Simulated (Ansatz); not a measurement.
# What Mg2C (model cell, started as cuprite) distorts into

Wanted: the energy along a soft mode of Mg2C (model cell, started as cuprite) and the structure at the end.

Method: DFT PBE, scalar-relativistic, plane waves, PAW, in Ansatz 0.2.0.

The structure was built from a prototype and need not be the compound's stable phase.

**1. The starting structure**

Symmetry: Pn-3m, No. 224, cubic system. Conventional cell: a = 4.839 Å, b = 4.839 Å, c = 4.839 Å, α = 90.00°, β = 90.00°, γ = 90.00°. Nearest to C lie 4 Mg at 2.10 Å. Mg has 2 C at 2.10 Å nearest. Farther neighbours are not listed.

As a file:

```cif
data_structure
_symmetry_space_group_name_H-M 'Pn-3m:1'
_symmetry_Int_Tables_number 224
_cell_length_a 4.8390
_cell_length_b 4.8390
_cell_length_c 4.8390
_cell_angle_alpha 90.000
_cell_angle_beta 90.000
_cell_angle_gamma 90.000
_cell_volume 113.31
loop_
_atom_site_label
_atom_site_type_symbol
_atom_site_symmetry_multiplicity
_atom_site_Wyckoff_symbol
_atom_site_fract_x
_atom_site_fract_y
_atom_site_fract_z
_atom_site_occupancy
C1 C 2 a 0.00000 0.00000 0.00000 1
Mg1 Mg 4 b 0.25000 0.25000 0.25000 1
```

**2. Response at finite wavevector**

The cell comes from relaxations at this level that are not shown. Stability and thermal properties need the whole zone. Linear response on a 2×2×2 q mesh gives force constants as far as a supercell of that size would.

Contents of input.yaml:

```yaml
crystal:
  lattice:
    - [4.8390002607, 0.0, 0.0]
    - [0.0, 4.8390002607, 0.0]
    - [0.0, 0.0, 4.8390002607]
  atoms:
    - { symbol: C, position: [0.0, 0.0, 0.0] }
    - { symbol: C, position: [0.5, 0.5, 0.5] }
    - { symbol: Mg, position: [0.25, 0.25, 0.25] }
    - { symbol: Mg, position: [0.75, 0.75, 0.25] }
    - { symbol: Mg, position: [0.75, 0.25, 0.75] }
    - { symbol: Mg, position: [0.25, 0.75, 0.75] }
kpoints:
  mp_grid: { grid: [6, 6, 6] }
hamiltonian:
  xc: pbe
scf:
  occupations: { method: methfessel_paxton, width: 0.15 }
output:
  eigenvalues: true
phonons:
  method: dfpt
  qmesh: [2, 2, 2]
  temperatures: { t_max: 1000, t_step: 50 }
  qpath:
    path:
      - [[0.0, 0.0, 0.0], [0.0, 0.5, 0.0], [0.5, 0.5, 0.0], [0.0, 0.0, 0.0], [0.5, 0.5, 0.5], [0.0, 0.5, 0.0]]
      - [[0.5, 0.5, 0.5], [0.5, 0.5, 0.0]]
    npoints: 10
```

Command:

```sh
> ansatz run input.yaml --threads 8 --pin off --max-ram 14336MiB --backend cpu --events-out ev --progress --plain --runs-dir out
```

Numbers of over 12 decimals in the logs are rounded to 6 here.

Log:

```text
Warning: phonons: the dynamical matrix that this run interpolates holds no multipole term above the dipole-dipole one, and a site of this crystal is no centre of inversion, so its interpolated transverse optical and acoustic branches and sound speeds can stay off near Gamma, and the density of states and the thermodynamics with them. What a run solves at a wave vector of phonons.qpoints, Gamma apart, where the deck admits one, is free of this, and under fd what a larger phonons.supercell samples
Engine: ansatz 0.2.0, aarch64-unknown-linux-gnu
Pseudopotentials: kind: paw
Pseudopotential: C, paw, valence charge 4, recommended cutoff 420 eV (normal), C.paw.azcp
Pseudopotential: Mg, paw, valence charge 10, recommended cutoff 420 eV (normal), Mg.paw.azcp
Functional definition: PBE
  parameter kappa = 0.804
  parameter beta = 0.066725
  exchange = pbe_x(kappa = kappa, mu = beta*pi^2/3)
  correlation = pbe_c(beta = beta)
Crystal: 6 atoms, lattice volume = 113.310 Å³
Basis set: ecut = 420 eV, 2205 PW (Γ), exchange–correlation on 72×72×72 points (8 copies of the dense FFT grid, shifted against one another)
Bands: 30, of which v1, the nominal top of the filled ones, is band 24 counted from 1 (23 counted from 0)
Symmetry: 48 space group operations
k-points: 20 of 216
Non-local potential: C, projectors of the file, l = 0: 2, l = 1: 2, l = 2: 1
Non-local potential: Mg, projectors of the file, l = 0: 3, l = 1: 2, l = 2: 1
PAW form: soft (Blöchl's): semilocal exchange-correlation on the pseudo side does not see the compensation charge
PAW one-centre angular grid: C, 110 points (default); XC on 64 Gauss nodes
PAW one-centre angular grid: Mg, 110 points (default); XC on 64 Gauss nodes
Initial density: superposition of atomic densities (neutral atoms: chi_scale 0, normalization atom), corrected by the library's trained network
Initial wavefunctions: pseudopotential atomic-orbital guess
Functional: x = pbe(κ = 0.804, μ = 0.219515), c = pbe(β = 0.066725)
SCF iter   1: F=—  HF=-8193.225032 eV  |F-HF|=—  |Δ(HF+E_count)|=         —  Δρ=3.14e-3  dr2=2.16e-2  ethr=1.77e-3  ⟨swp⟩=5.9  Hψ=2698  notcnv=0
preconditioner: auto → Resta (q_TF=auto, 2.364 Å⁻¹)  ε∞=5.3  [insulator: Δε(μ)=0.747 eV  Ē_g=6.692 eV  σ=0.150 eV  W_gap=0.58  n_scr=26 (ndim 8)  ℏωp=14.0 eV  f_vac=0.000  D(μ)=0.52/eV (n_scr^D=0)  ε∞_Penn≈5.3]
SCF iter   2: F=—  HF=-8193.222003 eV  |F-HF|=—  |Δ(HF+E_count)|=   3.03e-3  S|Δr|=    0.00e0  Δρ=1.29e-3  dr2=3.86e-3  ethr=4.50e-5  ⟨swp⟩=1.2  Hψ=781  notcnv=0  defer=1
SCF iter   3: F=—  HF=-8193.221439 eV  |F-HF|=—  |Δ(HF+E_count)|=   5.65e-4  S|Δr|=    0.00e0  Δρ=2.35e-4  dr2=7.76e-5  ethr=8.04e-6  ⟨swp⟩=2.0  Hψ=700  notcnv=0  defer=1
SCF iter   4: F=—  HF=-8193.221426 eV  |F-HF|=—  |Δ(HF+E_count)|=   1.24e-5  S|Δr|=    0.00e0  Δρ=4.09e-5  dr2=2.46e-6  ethr=1.62e-7  ⟨swp⟩=2.0  Hψ=694  notcnv=0  defer=1
SCF iter   5: F=—  HF=-8193.221426 eV  |F-HF|=—  |Δ(HF+E_count)|=   2.20e-7  S|Δr|=    0.00e0  Δρ=8.17e-6  dr2=5.86e-8  ethr=5.12e-9  ⟨swp⟩=2.0  Hψ=683  notcnv=0  defer=1
SCF iter   6: F=—  HF=-8193.221426 eV  |F-HF|=—  |Δ(HF+E_count)|=   6.70e-8  S|Δr|=    0.00e0  Δρ=1.36e-6  dr2=1.66e-9  ethr=1.22e-10  ⟨swp⟩=2.0  Hψ=726  notcnv=0  defer=1
SCF iter   7: F=—  HF=-8193.221426 eV  |F-HF|=—  |Δ(HF+E_count)|=   1.53e-9  S|Δr|=    0.00e0  Δρ=5.39e-7  dr2=1.60e-10  ethr=3.46e-12  ⟨swp⟩=2.0  Hψ=1047  notcnv=0  defer=1
SCF iter   8: F=—  HF=-8193.221426 eV  |F-HF|=—  |Δ(HF+E_count)|=  5.46e-12  S|Δr|=    0.00e0  Δρ=1.05e-7  dr2=1.02e-11  ethr=1.00e-12  ⟨swp⟩=2.0  Hψ=930  notcnv=0  defer=1
SCF iter   9: F=-8193.221426 eV  HF=-8193.221426 eV  |F-HF|=1.82e-12  |Δ(HF+E_count)|=  1.09e-11  S|Δr|=    0.00e0  Δρ=1.51e-8  dr2=1.52e-13  ethr=1.00e-12  ⟨swp⟩=8.8  Hψ=2723  notcnv=0
SCF 1 converged in 9 iterations: F = -8193.221426 eV  dr2 = 1.52e-13
  greatest PAW one-centre occupation: 1.000 electrons in one spin orbital (limit 2), on the Mg atom at site 5 (counted from 0), in its partial waves of l = 0
Initial density: read from a saved state, or passed on in memory by an earlier SCF of this step, an earlier step, the calling program or the single point that the run made first
iter 1 solved again at ethr=2.28e-9 eV; its pass at ethr=3.10e-3 eV (dr2=1.09e-6 eV) is discarded
SCF iter   1: F=—  HF=-8193.221426 eV  |F-HF|=—  |Δ(HF+E_count)|=         —  Δρ=1.26e-7  dr2=1.62e-11  ethr=2.28e-9  ⟨swp⟩=4.1  Hψ=4597  notcnv=0
preconditioner: auto → Resta (q_TF=auto, 2.364 Å⁻¹)  ε∞=5.4  [insulator: Δε(μ)=0.734 eV  Ē_g=6.662 eV  σ=0.150 eV  W_gap=0.58  n_scr=26 (ndim 8)  ℏωp=14.0 eV  f_vac=0.000  D(μ)=0.51/eV (n_scr^D=0)  ε∞_Penn≈5.4]
SCF iter   2: F=-8193.221426 eV  HF=-8193.221426 eV  |F-HF|=3.64e-12  |Δ(HF+E_count)|=   6.86e-8  S|Δr|=    0.00e0  Δρ=6.01e-8  dr2=4.20e-12  ethr=1.00e-12  ⟨swp⟩=3.4  Hψ=2285  notcnv=0
SCF 2 converged in 2 iterations: F = -8193.221426 eV  dr2 = 4.20e-12
k-points: 40 of 216 (irreducible under 8 space group operations, time reversal used)
iter 1 solved again at ethr=6.98e-10 eV; its pass at ethr=3.10e-3 eV (dr2=3.35e-7 eV) is discarded
SCF iter   1: F=—  HF=-8193.222385 eV  |F-HF|=—  |Δ(HF+E_count)|=         —  Δρ=1.24e-5  dr2=3.40e-7  ethr=6.98e-10  ⟨swp⟩=4.0  Hψ=8575  notcnv=0  defer=154
preconditioner: auto → Resta (q_TF=auto, 2.364 Å⁻¹)  ε∞=5.4  [insulator: Δε(μ)=0.000 eV  Ē_g=6.665 eV  n_scr=26 (ndim 8)  ℏωp=14.0 eV  f_vac=0.000  ε∞_Penn≈5.4]
SCF iter   2: F=—  HF=-8193.222385 eV  |F-HF|=—  |Δ(HF+E_count)|=   7.04e-8  Δρ=2.02e-6  dr2=3.00e-9  ethr=6.98e-10  ⟨swp⟩=2.0  Hψ=1432  notcnv=0  defer=154
SCF iter   3: F=—  HF=-8193.222385 eV  |F-HF|=—  |Δ(HF+E_count)|=   1.31e-9  Δρ=1.05e-6  dr2=1.19e-9  ethr=1.00e-12  ⟨swp⟩=8.3  Hψ=4341  notcnv=0
SCF iter   4: F=—  HF=-8193.222385 eV  |F-HF|=—  |Δ(HF+E_count)|=  1.27e-10  Δρ=3.88e-7  dr2=1.81e-10  ethr=2.48e-12  ⟨swp⟩=1.1  Hψ=1130  notcnv=0
SCF iter   5: F=-8193.222385 eV  HF=-8193.222385 eV  |F-HF|=3.64e-12  |Δ(HF+E_count)|=  9.09e-12  Δρ=7.15e-8  dr2=8.06e-12  ethr=1.00e-12  ⟨swp⟩=2.0  Hψ=2321  notcnv=0
WARN: a fill by count may have filled part of one level: at k-index 0 the highest filled band, 4.425089 eV, and the lowest empty band, 4.425089 eV, stand 8.882e-16 eV apart, within the solve's uncertainty, 1.000e-5 eV. If they are one level, whatever splits it, however little, can move the result. A smearing (`scf.occupations.method` with a `width`) well over the split that the run's distortions make, where the deck  [...]
SCF 3 converged in 5 iterations: F = -8193.222385 eV  dr2 = 8.06e-12
  greatest PAW one-centre occupation: 1.000 electrons in one spin orbital (limit 2), on the Mg atom at site 4 (counted from 0), in its partial waves of l = 0
NSCF: frozen V_eff on 26 k-points
phonons: the run's symmetry doesn't show that the Born effective charges vanish, and it interpolates frequencies without the dipole-dipole term. In a polar insulator or semiconductor they then lack LO-TO splitting, and the branches near Gamma, sound speeds, density of states, thermodynamics and thermal conductivity can be off. Where the input admits it, phonons.dielectric: true or phonons.non_analytic_term supplies t [...]
NSCF: frozen V_eff on 20 k-points
NSCF: frozen V_eff on 68 k-points
DFPT response loops at q = (0, 0, 0) (fractional): preconditioner auto → Kerker (q_TF=auto, 2.364 Å⁻¹) (partly filled bands, converged f_vac=0.000); β = 1.00, the filter's whole step (`scf.mixing.beta` (0.50) is not read by the response loops under this deck's `scf.mixing.preconditioner`; to damp them name `kerker` or `kerker_dos`, under which they read `scf.mixing.beta`, and type it under 1.00, their step now; both keys bind the ground state too); Broyden in place of MSR1
NSCF: frozen V_eff on 224 k-points
DFPT response loops at q = (0, 0, -0.5) (fractional): mixed as the last ones told, above
NSCF: frozen V_eff on 224 k-points
DFPT response loops at q = (0, -0.5, -0.5) (fractional): mixed as the last ones told, above
NSCF: frozen V_eff on 136 k-points
DFPT response loops at q = (-0.5, -0.5, -0.5) (fractional): mixed as the last ones told, above
SCF converged after 9 iterations
Stability not checked: this state was not tested for a lower state beside it, because cold or Methfessel-Paxton smearing, or corrected tetrahedra, fill the levels in a way that the test cannot read (fill_not_monotonic; see scf.lower_state_search)
Free energy (F): -8193.221426 eV
Harris-Foulkes:  -8193.221426 eV  (|F-HF|=1.82e-12)
Internal energy: -8193.224469 eV  (E = F + TS)
E sigma→0 (E₀):  -8193.222187 eV
Entropy (-TS):   0.003043 eV (0.507 meV/atom)
Fermi energy:    4.438640 eV
Step filling:    the computed levels leave a gap of 0.0000 eV = 0.0 smearing widths at the electron count; against every level under it full and every level over it empty, smearing changes F+E_penalty+E_count by +0.959 meV and its σ→0 estimate by +0.198 meV
--- Per-component energies (eV) ---
  E_band       = -1431.435189
  E_kinetic    = 469.480663
  E_local      = -6912.312260  (includes V_loc(G=0)·N_el)
  E_nonlocal   = 436.608117
  E_hartree    = 2479.757765
  E_xc         = -208.859476
  E_vxc        = -264.411146  (∫ρ·V_xc dr)
  E_paw        = -1365.040582  (= ΣΔE_a)
  E_vpaw       = -120.316066  (= ΣTr[D̂ρ^β])
  E_aug_tail   = -0.000023  (compensation charges beyond the density's cutoff)
  E_ewald      = -3092.858673
  E_smearing   = 0.003043  (= −TS)
  E_closure    = -0.000000  (closes the sum)
  Σ components = -8193.221426   (vs F -8193.221426, Δ=0.00e0)
--- Band table (eV; the first three rows and the last of 20) ---
  k-point 0: bands = [... 20 lower, 2.7626, 3.7169, 4.4248, 4.4248, 4.4248, 5.2066, 5.2066, 10.8813, ... 2 higher]
  k-point 1: bands = [... 20 lower, 2.8711, 3.0440, 4.3227, 4.3227, 5.1589, 5.3703, 5.9322, 9.3099, ... 2 higher]
  k-point 2: bands = [... 20 lower, 3.1737, 3.1737, 4.0258, 4.0258, 5.8619, 6.1107, 6.9723, 7.8327, ... 2 higher]
  k-point 19: bands = [... 20 lower, 2.2150, 2.2828, 2.2828, 2.2828, 8.3439, 8.3439, 8.3439, 8.3877, ... 2 higher]
--- Phonons (Γ-DFPT): 2 representative perturbations + reference (Σ response iterations 6) ---
  ASR residual: 1.288e-5 → 0.000e0 eV/Å²; symmetrization residual: 4.607e-7 eV/Å²
  ASR residual per site (eV/Å²): 5.35e-6 5.35e-6 1.29e-5 1.29e-5 1.29e-5 1.29e-5
  Γ frequencies (cm⁻¹): -54.63 -54.63 -54.63 0.00 0.00 0.00 144.07 144.07 144.07 246.41 246.41 424.11 483.79 483.79 483.79 608.26 608.26 608.26
--- Phonons (arbitrary-q DFPT): 4 irreducible q on the 2×2×2 mesh ---
  q = [0.0000, 0.0000, 0.0000] (star 1, of the zone-centre solve; hermiticity 9.59e-8, symmetrization 8.30e-13): -54.63 -54.63 -54.63 -0.00 0.00 0.00 144.07 144.07 144.07 246.41 246.41 424.11 483.79 483.79 483.79 608.26 608.26 608.26
  q = [0.0000, 0.0000, -0.5000] (star 3, 4 solved perturbations in 284 linear systems a pass and spin channel, the states on 112 of 216 k-point pairs; hermiticity 1.10e-7, symmetrization 3.94e-13): 68.39 68.39 103.27 103.27 146.36 146.36 152.49 152.49 198.79 198.79 258.03 258.03 468.86 468.86 603.33 603.33 613.71 613.71
  q = [0.0000, -0.5000, -0.5000] (star 3, 4 solved perturbations in 284 linear systems a pass and spin channel, the states on 112 of 216 k-point pairs; hermiticity 9.61e-8, symmetrization 1.99e-13): -30.87 -30.87 56.46 56.46 127.36 127.36 173.62 173.62 176.63 176.63 282.75 282.75 511.14 511.14 572.31 572.31 613.12 613.12
  q = [-0.5000, -0.5000, -0.5000] (star 1, 2 solved perturbations in 108 linear systems a pass and spin channel, the states on 68 of 216 k-point pairs; hermiticity 1.15e-7, symmetrization 1.46e-13): -32.40 -32.40 82.97 82.97 82.97 85.05 85.05 85.05 232.33 232.33 232.33 430.83 485.13 485.13 485.13 626.13 626.13 626.13
  sum rule: each row above includes the acoustic sum rule's correction from the zone centre's row sums; it moved no ω² by more than (0.39 cm⁻¹)²
  mesh force constants: q→R imaginary residual 1.98e-17; ASR residual 1.288e-5 → 0.000e0 eV/Å²; symmetrization residual 9.770e-15 eV/Å²
  interpolated dispersion: 62 rows × 18 modes
  density of states and harmonic sums: on the 14×14×14 q-mesh, interpolated from the force constants of a 2×2×2 supercell (no non-analytic term)
  largest difference from the sums on the solved wave vectors: F 3.29e-1 eV, S 4.46e-4 and C_V 1.18e-4 eV/K
  zero-point energy: 0.315808 eV/cell   skipped modes (ω ≤ 0): 64, of them read as no rigid motion or as one in doubt: 61 (3.874e-1 modes/cell left out, lowest -54.63 cm⁻¹)   left out of the sums: 2.16e-2 of the cell's modes: C_V's classical limit lies that fraction below 3 k_B per atom; for a crystal, a wire or a layer, F and S can be off by more, and a phonons.interpolated_qmesh denser along its periods is the remedy for the sampling
```

It took 45 s on 8 threads of Arm Neoverse V1, shared host; peak memory 1.2 GiB; 5.7 min of CPU time.

Reading the cycles: dr2 is the Hartree energy of the density residual (eV), the measure of convergence; HF is the Harris–Foulkes estimate of the energy, which meets the free energy F at convergence.

This step gave:

```yaml
volume_per_atom: 18.88 Å³
gap_on_the_k_mesh: 0 eV
sum_rule_residual_before_enforcement: 1.29e-5 eV/Å²
lowest_frequency_on_the_path: -54.63 cm⁻¹
point_group: m-3m
highest_frequency_on_the_path_or_at_a_solved_wavevector: 626.1 cm⁻¹
highest_optical_mode_at_the_zone_centre_no_lo_to_term: 608.3 cm⁻¹
lowest_optical_zone_centre_mode: -54.63 cm⁻¹
lowest_mode_on_the_q_mesh_acoustic_modes_at_gamma_apart: -54.63 cm⁻¹
```

Frequencies (cm⁻¹) solved at each irreducible wavevector; negative means imaginary. Frequencies by wavevector, by row:

```csv
q in reciprocal lattice units,star,mode 1,mode 2,mode 3,mode 4,mode 16,mode 17,mode 18
0 0 0,1,-54.6,-54.6,-54.6,0,608.3,608.3,608.3
0 0 -0.5,3,68.4,68.4,103.3,103.3,603.3,613.7,613.7
0 -0.5 -0.5,3,-30.9,-30.9,56.5,56.5,572.3,613.1,613.1
-0.5 -0.5 -0.5,1,-32.4,-32.4,83,83,626.1,626.1,626.1
```

Interpolated from a 2×2×2 q mesh. Phonon branches along the path, in cm⁻¹:

```csv
point,branch 1,branch 2,branch 3,branch 4,branch 15,branch 16,branch 17,branch 18
Γ,-55,-55,-55,0,484,608,608,608
halfway,35,35,67,83,551,611,611,612
X,68,68,103,103,603,603,614,614
halfway,56,56,93,93,588,588,615,615
M,-31,-31,56,56,572,572,613,613
halfway,-38,56,67,99,552,606,613,614
Γ,-55,-55,-55,0,484,608,608,608
halfway,38,38,79,79,558,601,616,616
R,-32,-32,83,83,485,626,626,626
halfway,56,74,80,88,560,599,618,619
X,68,68,103,103,603,603,614,614
jump to R,-32,-32,83,83,485,626,626,626
halfway,14,58,58,78,525,610,620,620
M,-31,-31,56,56,572,572,613,613
```

Symmetry leaves 4 wavevectors to solve. The lowest mode among them, the acoustic zeros apart, lies at Γ and is imaginary, 54.6i cm⁻¹, so the energy falls along it.

**3. The mode frozen in, largest atomic shift 0 Å**

The mode followed lies at q = (-0.5, -0.5, -0.5) with frequency 32.4i cm⁻¹ and is 2-fold degenerate, one of the unstable modes though not the softest. At small amplitude the distorted cell has space group no. 142 by a symmetry search on the positions. The undistorted cell that holds it gives the zero of energy on the same k mesh.

System of this step: Mg2C (model cell, started as cuprite). Symmetry: Pn-3m, No. 224, cubic system. Conventional cell: a = 4.839 Å, b = 4.839 Å, c = 4.839 Å, α = 90.00°, β = 90.00°, γ = 90.00°. Nearest to C lie 4 Mg at 2.10 Å. Nearest to Mg lie 2 C at 2.10 Å. Farther neighbours are not listed.

Contents of input.yaml:

```yaml
crystal:
  lattice:
    - [4.8390002607, 4.8390002607, 0.0]
    - [4.8390002607, 0.0, 4.8390002607]
    - [4.8390002607, 0.0, -4.8390002607]
  atoms:
    - { symbol: C, position: [0.0, 0.0, 0.0] }
    - { symbol: C, position: [0.0, 0.5, 0.5] }
    - { symbol: C, position: [0.5, 0.25, 0.75] }
    - { symbol: C, position: [0.5, 0.75, 0.25] }
    - { symbol: Mg, position: [0.25, 0.125, 0.875] }
    - { symbol: Mg, position: [0.25, 0.625, 0.375] }
    - { symbol: Mg, position: [0.75, 0.125, 0.875] }
    - { symbol: Mg, position: [0.75, 0.625, 0.375] }
    - { symbol: Mg, position: [0.25, 0.625, 0.875] }
    - { symbol: Mg, position: [0.25, 0.125, 0.375] }
    - { symbol: Mg, position: [0.75, 0.125, 0.375] }
    - { symbol: Mg, position: [0.75, 0.625, 0.875] }
kpoints:
  mp_grid: { grid: [6, 6, 6] }
hamiltonian:
  xc: pbe
scf:
  occupations: { method: methfessel_paxton, width: 0.15 }
output:
  forces: true
  stress: true
  eigenvalues: true
```

Log:

```text
[...]
Crystal: 12 atoms, lattice volume = 226.619 Å³
Basis set: ecut = 420 eV, 4477 PW (Γ), exchange–correlation on 96×96×96 points (8 copies of the dense FFT grid, shifted against one another)
Bands: 60, of which v1, the nominal top of the filled ones, is band 48 counted from 1 (47 counted from 0)
Symmetry: 96 space group operations
[...]
k-points: 16 of 216
[...]
k-point 0: bands = [... 44 lower, 2.7624, 3.7168, 4.4245, 4.4245, 4.4245, 5.2066, 5.2066, 8.3437, ... 6 higher]
  k-point 1: bands = [... 44 lower, 3.1154, 3.1349, 4.3736, 4.3736, 4.9971, 5.5734, 5.5734, 7.9433, ... 6 higher]
  k-point 2: bands = [... 44 lower, 3.4409, 3.8930, 4.1843, 4.1843, 5.7936, 6.3981, 6.3981, 7.3969, ... 6 higher]
  k-point 15: bands = [... 44 lower, 3.7323, 3.7323, 3.8990, 3.8990, 5.9109, 5.9109, 6.5368, 6.5368, ... 6 higher]
[key lines of the parts left out:]
SCF converged after 6 iterations
Free energy (F): -16386.444803 eV
Fermi energy:    4.447648 eV
P = ⅓ Tr σ = -0.0006 GPa (-0.006 kbar)
```

Run time: 1.6 s. Hardware: 8 threads; peak memory 0.88 GiB.

Numbers from this step:

* pressure: -6.30e-4 GPa
* energy from the undistorted cell: 0 meV/atom

The run ends at a pressure of 0.00 GPa.

[end of part 1 of 2]

[Logs are printed without paths, hosts, clocks, repeated set-up lines and the standing remarks that a program may print on its own settings, such as how far it seeks lower states.]

[Hosts, paths, dates, database ids (printed as entryN), source tags and the programs' standing remarks are cut or masked in the printed files.]
